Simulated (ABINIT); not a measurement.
## RbIO3 (R3m): G0W0 with ABINIT, start to end

Aim: the G0W0 gap of RbIO3 (R3m) on LDA, step by step.

Calculated with ABINIT 10.8.3; LDA and many-body steps on it, plane waves.

### Step 1. The structure

Symmetry: R3m, No. 160, trigonal system. The conventional cell has a = 6.375 Å, b = 6.375 Å, c = 7.866 Å, α = 90.00°, β = 90.00°, γ = 120.00°. Nearest to Rb lie 12 O at 3.09 to 3.36 Å. Nearest to I lie 3 O at 1.82 Å. Nearest to O lie 2 I at 1.82 to 2.73 Å and 4 Rb at 3.09 to 3.36 Å. Farther neighbours and most contacts between anions are not listed.

The cell and positions are those that the Materials Project relaxed with its own functionals (PBE, PBE+U or r2SCAN), kept fixed. Spin-orbit coupling is left out unless a step names it.

### Step 2. Ground state

This step: ABINIT 10.8.3; DFT, LDA, plane waves, norm-conserving pseudopotentials.

The ground-state density comes first.

File run.abi:

```
acell 3*1.0 Angstrom
rprim 
  3.187728926621 1.840436153888 2.622110720600
  -3.187728926621 1.840436153888 2.622110720600
  -0.000000000000 -3.680872307776 2.622110720600
ntypat 3
znucl 37 53 8
natom 5
typat 1 2 3 3 3
xred 
  0.515642950000 0.515642950000 0.515642950000
  0.001050200000 0.001050200000 0.001050200000
  0.036532590000 0.601941670000 0.036532590000
  0.036532590000 0.036532590000 0.601941670000
  0.601941670000 0.036532590000 0.036532590000
pp_dirpath "pseudos"
pseudos "Rb.upf, I.upf, O.upf"
ecut 36
ngkpt 4 4 4
nshiftk 1
shiftk 0 0 0
kptopt 1
chksymbreak 0
nband 23
occopt 1
tolvrs 1e-10
nstep 60
prtwf 0
optforces 0
optstress 0
indata_prefix "in"
outdata_prefix "out"
tmpdata_prefix "tmp"
```

Command:

```sh
> OMP_NUM_THREADS=1 mpirun -n 4 abinit run.abi > log
```

Numbers of over 12 decimals in the logs are rounded to 6 here.

The program printed:

```text
.Version 10.8.3 of ABINIT. v10.8.2 released Aug 2026.

 Symmetries : space group R3 m (#160); Bravais hR (rhombohedral)
================================================================================
 Values of the parameters that define the memory need of the present run
     intxc =       0    ionmov =       0      iscf =       7    lmnmax =       6
     lnmax =       6     mgfft =      48  mpssoang =       3    mqgrid =    3001
     natom =       5  nloc_mem =       1    nspden =       1   nspinor =       1
    nsppol =       1      nsym =       6    n1xccc =    2501    ntypat =       3
    occopt =       1   xclevel =       1
-    mband =          23        mffmem =           1         mkmem =           4
       mpw =        6444          nfft =      110592          nkpt =          13
================================================================================
  Rough estimation (10% accuracy) of disk space for files :
================================================================================

--------------------------------------------------------------------------------
------------- Echo of variables that govern the present computation ------------
--------------------------------------------------------------------------------
 -outvars: echo values of preprocessed input variables --------
            acell      1.8897261259E+00  1.8897261259E+00  1.8897261259E+00 Bohr

      chksymbreak           0
             ecut      3.60000000E+01 Hartree
-          fftalg         312

              ixc       -1012
              kpt      0.00000000E+00  0.00000000E+00  0.00000000E+00
                       2.50000000E-01  0.00000000E+00  0.00000000E+00
                       5.00000000E-01  0.00000000E+00  0.00000000E+00
                       2.50000000E-01  2.50000000E-01  0.00000000E+00
                       5.00000000E-01  2.50000000E-01  0.00000000E+00
                      -2.50000000E-01  2.50000000E-01  0.00000000E+00
                       5.00000000E-01  5.00000000E-01  0.00000000E+00
                       2.50000000E-01  2.50000000E-01  2.50000000E-01
                       5.00000000E-01  2.50000000E-01  2.50000000E-01
                      -2.50000000E-01  2.50000000E-01  2.50000000E-01
                       5.00000000E-01  5.00000000E-01  2.50000000E-01
[...]
kptrlatt        4    0    0      0    4    0      0    0    4
          kptrlen      3.41611353E+01
P           mkmem           4
            natom           5
            nband          23
            ngfft          48      48      48
             nkpt          13
            nstep          60
             nsym           6
           ntypat           3
              occ      2.000000  2.000000  2.000000  2.000000  2.000000  2.000000
                       2.000000  2.000000  2.000000  2.000000  2.000000  2.000000
                       2.000000  2.000000  2.000000  2.000000  2.000000  0.000000
                       0.000000  0.000000  0.000000  0.000000  0.000000
        optforces           0
        optstress           0
            prtwf           0
            rprim      3.1877289266E+00  1.8404361539E+00  2.6221107206E+00
[...]
spgroup         160

           tolvrs      1.00000000E-10

             xred      5.1564295000E-01  5.1564295000E-01  5.1564295000E-01
[...]
znucl       37.00000   53.00000    8.00000

================================================================================

 chkinp: Checking input parameters for consistency.

================================================================================
== DATASET  1 ==================================================================
-   mpi_nproc: 4, omp_nthreads: 1 (-1 if OMP is not activated)

--- !DatasetInfo
iteration_state: {dtset: 1, }
dimensions: {natom: 5, nkpt: 13, mband: 23, nsppol: 1, nspinor: 1, nspden: 1, mpw: 6444, }
cutoff_energies: {ecut:  36.0, pawecutdg:  -1.0, }
electrons: {nelect:   3.40000000E+01, charge:   0.00000000E+00, occopt:   1.00000000E+00, tsmear:   1.00000000E-02, }

 Real(R)+Recip(G) space primitive vectors, cartesian coordinates (Bohr,Bohr^-1):
 R(1)=  6.0239346  3.4779203  4.9550711  G(1)=  0.0830022  0.0479214  0.0672712
 R(2)= -6.0239346  3.4779203  4.9550711  G(2)= -0.0830022  0.0479214  0.0672712
 R(3)=  0.0000000 -6.9558406  4.9550711  G(3)=  0.0000000 -0.0958427  0.0672712
 Unit cell volume ucvol=  6.2287517E+02 bohr^3
 Angles (23,13,12)=  8.97165139E+01  8.97165139E+01  8.97165139E+01 degrees

 getcut: wavevector=  0.0000  0.0000  0.0000  ngfft=  48  48  48
         ecut(hartree)=     36.000   => boxcut(ratio)=   2.08096

--- Pseudopotential description ------------------------------------------------
- Rb Generated using ONCVPSP code by D. R. Hamann
- 37.00000   9.00000  180309                  znucl, zion, pspdat
12 -1012 2 -1 2226                            pspcod,pspxc,lmax,lloc,mmax
     nproj     2     2     2
  pspatm : epsatm=   34.43095479
         --- l  ekb(1:nproj) -->
[...]
pspatm: atomic psp has been read  and splines computed

- I Generated using ONCVPSP code by D. R. Hamann
- 53.00000   7.00000  180309                  znucl, zion, pspdat
12 -1012 2 -1 1182                            pspcod,pspxc,lmax,lloc,mmax
     nproj     2     2     2
  pspatm : epsatm=   17.18700033
         --- l  ekb(1:nproj) -->
[...]
pspatm: atomic psp has been read  and splines computed

- O Generated using ONCVPSP code by D. R. Hamann
-  8.00000   6.00000  201201                  znucl, zion, pspdat
12 -1012 2 -1 926                             pspcod,pspxc,lmax,lloc,mmax
     nproj     2     2     1
  pspatm : epsatm=    6.27558587
         --- l  ekb(1:nproj) -->
[...]
2   -1.033686
 pspatm: atomic psp has been read  and splines computed

   2.39512023E+03                                ecore*ucvol(ha*bohr**3)
--------------------------------------------------------------------------------

_setup2: Arith. and geom. avg. npw (full set) are    6423.734    6423.712

================================================================================

--- !BeginCycle
iteration_state: {dtset: 1, }
solver: {iscf: 7, nstep: 60, nline: 4, wfoptalg: 0, }
tolerances: {tolvrs: 1.00E-10, }

     iter   Etot(hartree)      deltaE(h)  residm     vres2
 ETOT  1  -89.034911477481    -8.903E+01 1.717E-01 1.424E+03
 ETOT  2  -88.980805232997     5.411E-02 2.815E-02 1.515E+03
 ETOT  3  -89.544149228398    -5.633E-01 2.155E-02 5.297E+01
 ETOT  4  -89.563307683850    -1.916E-02 8.296E-03 7.924E-01
 ETOT  5  -89.563528770327    -2.211E-04 4.159E-03 1.199E-01
 ETOT  6  -89.563557709576    -2.894E-05 1.137E-03 1.098E-03
 ETOT  7  -89.563557921398    -2.118E-07 7.349E-04 4.420E-04
 ETOT  8  -89.563558067177    -1.458E-07 1.563E-04 7.760E-06
 ETOT  9  -89.563558067936    -7.590E-10 1.579E-04 3.375E-07
 ETOT 10  -89.563558068017    -8.144E-11 9.316E-05 1.454E-08
 ETOT 11  -89.563558068017     2.842E-13 7.566E-05 1.519E-09
 ETOT 12  -89.563558068016     9.095E-13 1.262E-04 5.462E-11

 At SCF step   12       vres2   =  5.46E-11 < tolvrs=  1.00E-10 =>converged.

--- !ResultsGS
iteration_state: {dtset: 1, }
comment   : Summary of ground state results
lattice_vectors:
- [  6.0239346,   3.4779203,   4.9550711, ]
- [ -6.0239346,   3.4779203,   4.9550711, ]
- [ -0.0000000,  -6.9558406,   4.9550711, ]
lattice_lengths: [   8.54028,    8.54028,    8.54028, ]
lattice_angles: [ 89.717,  89.717,  89.717, ] # degrees, (23, 13, 12)
lattice_volume:   6.2287517E+02
convergence: {deltae:  9.095E-13, res2:  5.462E-11, residm:  1.262E-04, diffor:  0.000E+00, }
etotal    :  -8.95635581E+01
entropy   :   0.00000000E+00
fermie    :   4.20998823E-02
cartesian_stress_tensor: null
pressure_GPa: null
xred      :
- [  5.1564E-01,   5.1564E-01,   5.1564E-01, Rb]
- [  1.0502E-03,   1.0502E-03,   1.0502E-03,  I]
- [  3.6533E-02,   6.0194E-01,   3.6533E-02,  O]
- [  3.6533E-02,   3.6533E-02,   6.0194E-01,  O]
- [  6.0194E-01,   3.6533E-02,   3.6533E-02,  O]
cartesian_forces: null
force_length_stats: {min: null, max: null, mean: null, }

 Integrated electronic density in atomic spheres:
 ------------------------------------------------
 Atom  Sphere_radius  Integrated_density
[...]
================================================================================

 ----iterations are completed or convergence reached----

 Mean square residual over all n,k,spin=   76.636E-08; max=  12.620E-05
 reduced coordinates (array xred) for    5 atoms
       0.515642950000      0.515642950000      0.515642950000
       0.001050200000      0.001050200000      0.001050200000
       0.036532590000      0.601941670000      0.036532590000
       0.036532590000      0.036532590000      0.601941670000
       0.601941670000      0.036532590000      0.036532590000
 rms dE/dt=  0.0000E+00; max dE/dt=  0.0000E+00; dE/dt below (all hartree)
    1       0.000000000000      0.000000000000      0.000000000000
    2       0.000000000000      0.000000000000      0.000000000000
    3       0.000000000000      0.000000000000      0.000000000000
    4       0.000000000000      0.000000000000      0.000000000000
    5       0.000000000000      0.000000000000      0.000000000000

 cartesian coordinates (angstrom) at end:
    1     -0.000000    -0.000000     4.056219
    2      0.000000    -0.000000     0.00826122
    3     -1.802371     1.040599     1.769943
    4      0.000000    -2.081199     1.769943
    5      1.802371     1.040599     1.769943
 length scales=  1.889726125908  1.889726125908  1.889726125908 bohr
              =  1.000000000000  1.000000000000  1.000000000000 angstroms
 prteigrs : about to open file out_EIG
 Fermi (or HOMO) energy (hartree) =   0.04210   Average Vxc (hartree)=  -0.35887
 Eigenvalues (hartree) for nkpt=  13  k points:
 kpt#   1, nband= 23, wtk=  0.01563, kpt=  0.0000  0.0000  0.0000 (reduced coord)
  -0.85118   -0.69367   -0.57317   -0.57317   -0.29751   -0.26886   -0.26788   -0.26788
  -0.18017   -0.18017   -0.17239   -0.01296   -0.01296   -0.00083   -0.00083   -0.00083
   0.00506    0.23761    0.29196    0.29196    0.30473    0.30473    0.31664
 prteigrs : prtvol=0 or 1, do not print more k-points.

--- !EnergyTerms
iteration_state     : {dtset: 1, }
comment             : Components of total free energy in Hartree
kinetic             :  4.34377314305304E+01
hartree             :  2.12161352168049E+01
xc                  : -2.33573442505259E+01
Ewald energy        : -6.26181105994219E+01
psp_core            :  3.84526523490583E+00
local_psp           : -6.50868054395716E+01
non_local_psp       : -7.00042966073780E+00
total_energy        : -8.95635580680161E+01
total_energy_eV     : -2.43714857215313E+03
band_energy         : -8.61172894289393E+00

== END DATASET(S) ==============================================================
================================================================================

 -outvars: echo values of variables after computation  --------
           etotal     -8.9563558068E+01
            nband          23
             nkpt          13
          spgroup         160
 [... the other variables as echoed above ...]

 Calculation completed.
```

Wall time 21 s (4 MPI ranks of Arm Neoverse V2, shared host); peak memory 0.35 GiB; 84 s of CPU time.

Numbers from this step:

| Quantity | Value |
| --- | --- |
| total energy | -2437.1486 eV |
| gap | 2.723 eV |
| k of the valence top | 0.5, 0.5, 0.5 |
| k of the conduction bottom | 0.5, 0.5, 0.5 |
| least direct gap | 2.723 eV |

The gap is direct, at (0.500, 0.500, 0.500).

(Part 1 of 3 ends here.)

[Paths, hosts, dates, memory and timing lines, banners, echoed tables and standing remarks are left out of the program output.]

[Logs are printed without paths, hosts, clocks, repeated set-up lines and the standing remarks that a program may print on its own settings, such as how far it seeks lower states.]

[Runs of the session that timed out or met a known fault of the program may be left out.]

[Hosts, paths, dates, database ids (printed as entryN), source tags and the programs' standing remarks are cut or masked in the printed files.]

[G0W0 gaps are taken among the corrected bands and points alone; a level outside them can change the order at an edge.]

[Where Ansatz stands beside ABINIT at settings called matched, ABINIT's density can come from a denser mesh and the files from another edition; pairs whose starting gaps differed by over 0.03 eV were left out, so agreement reads better than it is.]
